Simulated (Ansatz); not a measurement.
# Σ9 (221) boundary in fcc Ag: structure and resistance, part 3 of 3

Aim: the relaxed structure and the specific resistance of the Σ9 (221) boundary in fcc Ag.

Ansatz 0.2.0; Ansatz plane-wave DFT, LDA, PAW files; relaxation of a bicrystal slab with its lowest layers held; PAW set soft_1 (the session's first sound run).

So far. Step 3 (Transmission across the boundary): Over the solved energies the transmission per spin lies between 2.45 and 2.51, out of 2.87 channels of the lead on average (up to 2.88). The log calls the step of a lead's potential too much. Step 4 (Specific resistance): Averaged over the energies near the Fermi level, 86.4 % of the channels pass, which makes 0.177 fΩ m².

## (5) Single-crystal slab for reference

The free faces cost energy too. A single-crystal slab with the same faces and held layers is relaxed, so that they cancel.

This step: Ansatz plane-wave DFT, LDA, PAW files; relaxation of a single-crystal slab with its lowest layers held; PAW set soft_1 (Ansatz 0.2.0).

System of this step: Ag slab, plane (2, 2, 1). The cell holds 29 atoms: 29 Ag. Cell: a = 2.889 Å, b = 8.668 Å, c = 30.069 Å, α = 90.0°, β = 90.0°, γ = 90.0°. It derives from Ag. Vacuum lies along c.

Input file input.yaml:

```yaml
crystal:
  lattice:
    - [2.8893797293, 0.0, 0.0]
    - [0.0, 8.6681391879, 0.0]
    - [0.0, 0.0, 30.0689333324]
  atoms:
    - { symbol: Ag, position: [5.0e-10, 0.2222222222, 0.1662845817] }
    - { symbol: Ag, position: [0.5000000005, 0.4999999999, 0.1889336502] }
    - { symbol: Ag, position: [4.0e-10, 0.7777777777, 0.2115827188] }
    - { symbol: Ag, position: [0.5000000004, 0.0555555555, 0.2342317874] }
    - { symbol: Ag, position: [4.0e-10, 0.3333333333, 0.256880856] }
    - { symbol: Ag, position: [0.5000000004, 0.6111111111, 0.2795299246] }
    - { symbol: Ag, position: [4.0e-10, 0.8888888888, 0.3021789932] }
    - { symbol: Ag, position: [0.5000000004, 0.1666666666, 0.3248280617] }
    - { symbol: Ag, position: [3.0e-10, 0.4444444444, 0.3474771303] }
    - { symbol: Ag, position: [0.5000000003, 0.7222222222, 0.3701261989] }
    - { symbol: Ag, position: [3.0e-10, 1.0, 0.3927752675] }
    - { symbol: Ag, position: [0.5000000003, 0.2777777777, 0.4154243361] }
    - { symbol: Ag, position: [3.0e-10, 0.5555555555, 0.4380734047] }
    - { symbol: Ag, position: [0.5000000003, 0.8333333333, 0.4607224733] }
    - { symbol: Ag, position: [2.0e-10, 0.1111111111, 0.4833715418] }
    - { symbol: Ag, position: [0.5000000002, 0.3888888889, 0.5060206104] }
    - { symbol: Ag, position: [2.0e-10, 0.6666666666, 0.528669679] }
    - { symbol: Ag, position: [0.5000000002, 0.9444444444, 0.5513187476] }
    - { symbol: Ag, position: [2.0e-10, 0.2222222222, 0.5739678162] }
    - { symbol: Ag, position: [0.5000000002, 0.5, 0.5966168848] }
    - { symbol: Ag, position: [1.0e-10, 0.7777777778, 0.6192659533] }
    - { symbol: Ag, position: [0.5000000001, 0.0555555555, 0.6419150219] }
    - { symbol: Ag, position: [1.0e-10, 0.3333333333, 0.6645640905] }
    - { symbol: Ag, position: [0.5000000001, 0.6111111111, 0.6872131591] }
    - { symbol: Ag, position: [1.0e-10, 0.8888888889, 0.7098622277] }
    - { symbol: Ag, position: [0.5000000001, 0.1666666667, 0.7325112963] }
    - { symbol: Ag, position: [0.0, 0.4444444444, 0.7551603648] }
    - { symbol: Ag, position: [0.5, 0.7222222222, 0.7778094334] }
    - { symbol: Ag, position: [0.0, 0.0, 0.800458502] }
kpoints:
  mp_grid: { grid: [8, 3, 1] }
hamiltonian:
  xc: lda
  pseudopotentials: { kind: paw, azcp: { folder: soft_1 }, xc_functional: pbe }
scf:
  occupations: { method: fermi_dirac, width: 0.1 }
relax:
  f_tol: 0.03
  max_steps: 80
  constraints: [{ sites: [0, 1, 2, 3, 4] }]
```

Launch:

```console
> ansatz run input.yaml --threads 4 --pin off --max-ram 15360MiB --backend cpu --events-out ev --progress --plain --runs-dir out
```

Numbers of over 12 decimals in the logs are rounded to 6 here.

What it wrote:

```text
Warning: crystal.symmetry: narrowed to the stabiliser of the relax constraints — unitary ops 4 → 2; lowered at sites 0, 1, 2, 3, 4, 24, 25, 26, 27, 28 (the operations that carried what is held of a site onto what its image site leaves free; the constrained walk keeps no symmetry that its constraints do not admit)
[...]
Crystal: 29 atoms, lattice volume = 753.093 Å³
Basis set: ecut = 420 eV, 14713 PW (Γ)
Bands: 331, of which v1, the nominal top of the filled ones, is band 276 counted from 1 (275 counted from 0)
Symmetry: 2 space group operations
k-points: 10 of 24 (time reversal used)
[...]
SCF iter   1: F=—  HF=-216293.416834 eV  |F-HF|=—  |Δ(HF+E_count)|=         —  Δρ=6.79e-2  dr2=3.77e1  ethr=3.10e-3  ⟨swp⟩=5.9  Hψ=12006  notcnv=0  defer=110
[...]
SCF iter   8: F=-216282.816782 eV  HF=-216282.816782 eV  |F-HF|=2.14e-7  |Δ(HF+E_count)|=   4.08e-6  Δρ=9.93e-6  dr2=7.13e-7  ethr=4.08e-9  ⟨swp⟩=4.0  Hψ=10177  notcnv=0
SCF 1 converged in 8 iterations: F = -216282.816782 eV  dr2 = 7.13e-7
[...]
relax step   1: F+E_penalty+E_count = -216282.81678220 eV  Δ(F+E_penalty+E_count) = +0.000e0 eV  max|allowed force component| = 7.430e-1 eV/Å  Δτ_max = 0.0000 Å  (8 SCF iters, dr2 threshold 2.25e-5 eV, accepted)
[...]
SCF iter   6: F=-216282.980660 eV  HF=-216282.980662 eV  |F-HF|=2.12e-6  |Δ(HF+E_count)|=   2.51e-6  Δρ=1.62e-5  dr2=3.17e-6  ethr=3.35e-9  ⟨swp⟩=4.0  Hψ=10120  notcnv=0
SCF 2 converged in 6 iterations: F = -216282.980660 eV  dr2 = 3.17e-6
[...]
relax step   2: F+E_penalty+E_count = -216282.98066022 eV  Δ(F+E_penalty+E_count) = -1.639e-1 eV  max|allowed force component| = 2.752e-1 eV/Å  Δτ_max = 0.1948 Å  (6 SCF iters, dr2 threshold 3.45e-5 eV, accepted)
SCF iter   1: F=—  HF=-216283.356215 eV  |F-HF|=—  |Δ(HF+E_count)|=         —  Δρ=7.72e-3  dr2=4.69e-1  ethr=8.48e-4  ⟨swp⟩=5.9  Hψ=9198  notcnv=0  defer=355
[...]
SCF iter   7: F=-216283.156730 eV  HF=-216283.156731 eV  |F-HF|=6.20e-7  |Δ(HF+E_count)|=   1.13e-6  Δρ=1.21e-5  dr2=1.18e-6  ethr=8.59e-10  ⟨swp⟩=4.0  Hψ=10450  notcnv=0
SCF 3 converged in 7 iterations: F = -216283.156730 eV  dr2 = 1.18e-6
relax step   3: F+E_penalty+E_count = -216283.15673044 eV  Δ(F+E_penalty+E_count) = -1.761e-1 eV  max|allowed force component| = 1.704e-1 eV/Å  Δτ_max = 0.2000 Å  (7 SCF iters, dr2 threshold 4.73e-6 eV, accepted)
[...]
relax step   4: F+E_penalty+E_count = -216283.28116859 eV  Δ(F+E_penalty+E_count) = -1.244e-1 eV  max|allowed force component| = 6.814e-2 eV/Å  Δτ_max = 0.2000 Å  (7 SCF iters, dr2 threshold 3.98e-6 eV, accepted)
[...]
relax step   5: F+E_penalty+E_count = -216283.34268332 eV  Δ(F+E_penalty+E_count) = -6.151e-2 eV  max|allowed force component| = 1.675e-2 eV/Å  Δτ_max = 0.1906 Å  (8 SCF iters, accepted)
SCF iter   1: F=—  HF=-216283.371672 eV  |F-HF|=—  |Δ(HF+E_count)|=         —  Δρ=2.82e-3  dr2=7.17e-2  ethr=1.06e-4  ⟨swp⟩=4.4  Hψ=8136  notcnv=0  defer=383
[...]
SCF iter   8: F=-216283.346124 eV  HF=-216283.346124 eV  |F-HF|=6.26e-8  |Δ(HF+E_count)|=   1.07e-8  Δρ=2.06e-6  dr2=7.20e-8  ethr=1.81e-11  ⟨swp⟩=3.0  Hψ=11234  notcnv=0
SCF 6 converged in 8 iterations: F = -216283.346124 eV  dr2 = 7.20e-8
relax step   6: F+E_penalty+E_count = -216283.34612398 eV  Δ(F+E_penalty+E_count) = -3.441e-3 eV  max|allowed force component| = 9.195e-3 eV/Å  Δτ_max = 0.0597 Å  (8 SCF iters, accepted)
SCF converged after 8 iterations
Free energy (F): -216283.346124 eV
[...]
Internal energy: -216283.049200 eV  (E = F + TS)
E sigma→0 (E₀):  -216283.197662 eV
Entropy (-TS):   -0.296924 eV (-10.239 meV/atom)
Fermi energy:    9.461068 eV
[...]
--- Forces (eV/Å), atoms counted from 1 ---
  atom   1  Ag     0.00000000     0.22967129     0.71217180
  atom   2  Ag     0.00000000    -0.15525696     0.17341834
  atom   3  Ag     0.00000000    -0.04122117    -0.00599962
  atom   4  Ag     0.00000000     0.00257389    -0.45503334
  atom   5  Ag     0.00000000    -0.03282535    -0.40733739
  atom   6  Ag     0.00000000    -0.00028598    -0.00116371
  atom   7  Ag     0.00000000     0.00125797    -0.00716562
  atom   8  Ag     0.00000000     0.00480701    -0.00640364
  atom   9  Ag     0.00000000    -0.00688654    -0.00919492
  atom  10  Ag     0.00000000    -0.00015170    -0.00354755
  atom  11  Ag     0.00000000     0.00287464    -0.00119761
  atom  12  Ag     0.00000000    -0.00279848    -0.00629163
  atom  13  Ag     0.00000000     0.00032788    -0.00017574
  atom  14  Ag     0.00000000     0.00123675     0.00092041
  atom  15  Ag     0.00000000    -0.00329598    -0.00237051
  atom  16  Ag     0.00000000    -0.00046032    -0.00513795
  atom  17  Ag     0.00000000     0.00371747    -0.00272902
  atom  18  Ag     0.00000000     0.00013539    -0.00082671
  atom  19  Ag     0.00000000    -0.00546739     0.00048426
  atom  20  Ag     0.00000000     0.00311937     0.00387570
  atom  21  Ag     0.00000000     0.00403228     0.00642084
  atom  22  Ag     0.00000000    -0.00520599     0.00516087
  atom  23  Ag     0.00000000    -0.00077090     0.00544504
  atom  24  Ag     0.00000000     0.00304473     0.00448501
  atom  25  Ag     0.00000000     0.00081578     0.00118113
  atom  26  Ag     0.00000000    -0.00459716     0.00306641
  atom  27  Ag     0.00000000     0.00056120     0.00359579
  atom  28  Ag     0.00000000     0.00131178    -0.00022999
  atom  29  Ag     0.00000000    -0.00012813    -0.00572536
  max |Σ_I F_I| component: 3.05e-4 eV/Å
--- Relaxed structure (6 steps of the walk, 6 accepted, 0 SCFs on fresh bases) ---
  F+E_penalty+E_count = -216283.34612398 eV   max|allowed force component| = 9.195e-3 eV/Å
  atoms:
    - { symbol: Ag, position: [-1.4577119591686442e-18, 0.222222, 0.166285] }
    - { symbol: Ag, position: [0.500000, 0.500000, 0.188934] }
    - { symbol: Ag, position: [3.913959751069198e-18, 0.777778, 0.211583] }
    - { symbol: Ag, position: [0.5, 0.055556, 0.234232] }
    - { symbol: Ag, position: [5.982469008979781e-18, 0.333333, 0.256881] }
    - { symbol: Ag, position: [0.5, 0.611994, 0.276409] }
    - { symbol: Ag, position: [5.982469008979781e-18, 0.890241, 0.298878] }
    - { symbol: Ag, position: [0.5, 0.167489, 0.321343] }
    - { symbol: Ag, position: [5.98246906067857e-18, 0.447115, 0.342396] }
    - { symbol: Ag, position: [0.5, 0.723162, 0.363667] }
    - { symbol: Ag, position: [8.050978318589152e-18, 1.000251, 0.386054] }
    - { symbol: Ag, position: [0.5, 0.278859, 0.407628] }
    - { symbol: Ag, position: [8.050978318589152e-18, 0.556232, 0.429270] }
    - { symbol: Ag, position: [0.5, 0.832610, 0.450993] }
    - { symbol: Ag, position: [8.050978318589152e-18, 0.110621, 0.472779] }
    - { symbol: Ag, position: [0.5, 0.388193, 0.494475] }
    - { symbol: Ag, position: [1.0119487576499734e-17, 0.664942, 0.516228] }
    - { symbol: Ag, position: [0.5, 0.942964, 0.537930] }
    - { symbol: Ag, position: [1.0119487576499734e-17, 0.220401, 0.559629] }
    - { symbol: Ag, position: [0.5, 0.496656, 0.581487] }
    - { symbol: Ag, position: [1.0119487576499734e-17, 0.775218, 0.602770] }
    - { symbol: Ag, position: [0.5, 0.054907, 0.624883] }
    - { symbol: Ag, position: [1.2187996834410318e-17, 0.328730, 0.647032] }
    - { symbol: Ag, position: [0.5, 0.607364, 0.667500] }
    - { symbol: Ag, position: [1.2187996834410318e-17, 0.887517, 0.688199] }
    - { symbol: Ag, position: [0.5, 0.171129, 0.714356] }
    - { symbol: Ag, position: [1.2187996834410318e-17, 0.445571, 0.733584] }
    - { symbol: Ag, position: [0.5, 0.717200, 0.753672] }
    - { symbol: Ag, position: [1.4577120108674324e-18, -0.014187, 0.772892] }
```

Wall time 8.2 min (4 threads of Arm Neoverse V2, shared host); peak memory 4.8 GiB; 33 min of CPU time.

Relaxation path:

| step | energy less that of the first step (eV) | largest force component (eV/Å) |
| --- | --- | --- |
| 1 | 0.0000 | 0.7430 |
| 2 | -0.1639 | 0.2752 |
| 3 | -0.3399 | 0.1704 |
| 4 | -0.4644 | 0.0681 |
| 5 | -0.5259 | 0.0167 |
| 6 | -0.5293 | 0.0092 |

The atoms that moved most (Å):

| atom | dx | dy | dz | length |
| --- | --- | --- | --- | --- |
| Ag29 | 0.000 | -0.123 | -0.829 | 0.838 |
| Ag28 | 0.000 | -0.044 | -0.726 | 0.727 |
| Ag25 | 0.000 | -0.012 | -0.651 | 0.651 |
| Ag27 | 0.000 | 0.010 | -0.649 | 0.649 |
| Ag24 | 0.000 | -0.032 | -0.593 | 0.594 |
| Ag26 | 0.000 | 0.039 | -0.546 | 0.547 |
| Ag23 | 0.000 | -0.040 | -0.527 | 0.529 |
| Ag22 | 0.000 | -0.006 | -0.512 | 0.512 |

The relaxed structure:

```cif
data_structure
_symmetry_space_group_name_H-M 'P 1'
_symmetry_Int_Tables_number 1
_cell_length_a 2.8894
_cell_length_b 8.6681
_cell_length_c 30.0689
_cell_angle_alpha 90.000
_cell_angle_beta 90.000
_cell_angle_gamma 90.000
_cell_volume 753.09
loop_
_atom_site_label
_atom_site_type_symbol
_atom_site_fract_x
_atom_site_fract_y
_atom_site_fract_z
_atom_site_occupancy
Ag1 Ag 0.00000 0.22222 0.16628 1
Ag2 Ag 0.50000 0.50000 0.18893 1
Ag3 Ag 0.00000 0.77778 0.21158 1
Ag4 Ag 0.50000 0.05556 0.23423 1
Ag5 Ag 0.00000 0.33333 0.25688 1
Ag6 Ag 0.50000 0.61199 0.27641 1
Ag7 Ag 0.00000 0.89024 0.29888 1
Ag8 Ag 0.50000 0.16749 0.32134 1
Ag9 Ag 0.00000 0.44711 0.34240 1
Ag10 Ag 0.50000 0.72316 0.36367 1
Ag11 Ag 0.00000 0.00025 0.38605 1
Ag12 Ag 0.50000 0.27886 0.40763 1
Ag13 Ag 0.00000 0.55623 0.42927 1
Ag14 Ag 0.50000 0.83261 0.45099 1
Ag15 Ag 0.00000 0.11062 0.47278 1
Ag16 Ag 0.50000 0.38819 0.49447 1
Ag17 Ag 0.00000 0.66494 0.51623 1
Ag18 Ag 0.50000 0.94296 0.53793 1
Ag19 Ag 0.00000 0.22040 0.55963 1
Ag20 Ag 0.50000 0.49666 0.58149 1
Ag21 Ag 0.00000 0.77522 0.60277 1
Ag22 Ag 0.50000 0.05491 0.62488 1
Ag23 Ag 0.00000 0.32873 0.64703 1
Ag24 Ag 0.50000 0.60736 0.66750 1
Ag25 Ag 0.00000 0.88752 0.68820 1
Ag26 Ag 0.50000 0.17113 0.71436 1
Ag27 Ag 0.00000 0.44557 0.73358 1
Ag28 Ag 0.50000 0.71720 0.75367 1
Ag29 Ag 0.00000 0.98581 0.77289 1
```

This step gave:

- free energy: -216283.3461 eV
- energy at zero smearing: -216283.1977 eV
- Fermi energy: 9.461 eV

The largest force component on a free atom ends at 0.0092 eV/Å, under the tolerance of 0.03, after 6 steps.

## (6) Bulk reference

The perfect crystal gives the energy per atom, for the atoms by which bicrystal and slab differ.

This step: Ansatz plane-wave DFT, LDA, PAW files; bulk reference; PAW set soft_1 (Ansatz 0.2.0).

System of this step: Ag. The structure is cubic, space group Fm-3m (No. 225). Conventional cell: a = 4.086 Å, b = 4.086 Å, c = 4.086 Å, α = 90.00°, β = 90.00°, γ = 90.00°. Nearest to Ag lie 12 Ag at 2.89 Å.

input.yaml, the sections that differ from step 5:

```yaml
crystal:
  lattice:
    - [0.0, 2.0431, 2.0431]
    - [2.0431, 0.0, 2.0431]
    - [2.0431, 2.0431, 0.0]
  atoms:
    - { symbol: Ag, position: [0.0, 0.0, 0.0] }
kpoints:
  mp_grid: { grid: [18, 18, 18] }
# hamiltonian, scf: as in step 5
# relax: removed
```

What it wrote:

```text
[...]
Crystal: 1 atoms, lattice volume = 17.057 Å³
Basis set: ecut = 420 eV, 331 PW (Γ)
Bands: 14, of which v1, the nominal top of the filled ones, is band 10 counted from 1 (9 counted from 0)
Symmetry: 48 space group operations
[...]
k-points: 195 of 5832
[...]
SCF iter   1: F=—  HF=-7458.569008 eV  |F-HF|=—  |Δ(HF+E_count)|=         —  Δρ=8.73e-2  dr2=1.37e0  ethr=3.10e-3  ⟨swp⟩=4.4  Hψ=13435  notcnv=0
[...]
SCF iter   6: F=-7458.179986 eV  HF=-7458.179986 eV  |F-HF|=9.58e-9  |Δ(HF+E_count)|=   4.73e-9  Δρ=8.54e-6  dr2=1.25e-8  ethr=1.91e-10  ⟨swp⟩=2.0  Hψ=5374  notcnv=0
SCF 1 converged in 6 iterations: F = -7458.179986 eV  dr2 = 1.25e-8
[...]
SCF converged after 6 iterations
Free energy (F): -7458.179986 eV
[...]
Internal energy: -7458.172452 eV  (E = F + TS)
E sigma→0 (E₀):  -7458.176219 eV
Entropy (-TS):   -0.007535 eV (-7.535 meV/atom)
Fermi energy:    16.790419 eV
[...]
```

It took 0.56 s on 4 threads; peak memory 0.28 GiB; 1.6 s of CPU time.

This step gave:

```yaml
free_energy: -7458.1800 eV
energy_at_zero_smearing: -7458.1762 eV
fermi_energy: 16.79 eV
```

## (7) Boundary energy

This step: Ansatz plane-wave DFT, LDA, PAW files; bicrystal less single-crystal slab less bulk atoms, a boundary area; PAW set soft_1 (Ansatz 0.2.0).

Numbers from this step:

```
excess energy of the cell : 1.166 eV
boundary energy           : 0.7461 J/m²
```

The boundary costs 0.75 J/m².

By hand: 1.17 eV / 25.05 Å² × 16.02 = 0.746 J/m².

## (8) What came out

| Property | Result |
| --- | --- |
| specific resistance of the boundary | 0.177 fΩ m² |
| share of channels that pass | 0.864 |
| boundary energy | 0.746 J/m² |

The boundary has a specific resistance of 0.18 fΩ m² and an energy of 0.75 J/m². The boundary reflects 14 % of the channels; 0.18 fΩ m² is 1.8×10⁻¹² Ω·cm². That equals the resistance of 11 nm of bulk Ag at 300 K (measured 1.629 µΩ cm, CRC Handbook of Chemistry and Physics, 84th ed., 2003, Electrical Resistivity of Pure Metals). In the relaxation the upper grain slid sideways by about 0.5 Å, so the result belongs to the position that it found, not to the starting one. One starting structure was relaxed; another shift or atom count at the boundary may lie lower. A lead's potential steps by up to 43 meV from period to period, which the log calls too much, so longer leads could move the result.

[Logs are printed without paths, hosts, clocks, repeated set-up lines and the standing remarks that a program may print on its own settings, such as how far it seeks lower states.]

[Hosts, paths, dates, database ids (printed as entryN), source tags and the programs' standing remarks are cut or masked in the printed files.]
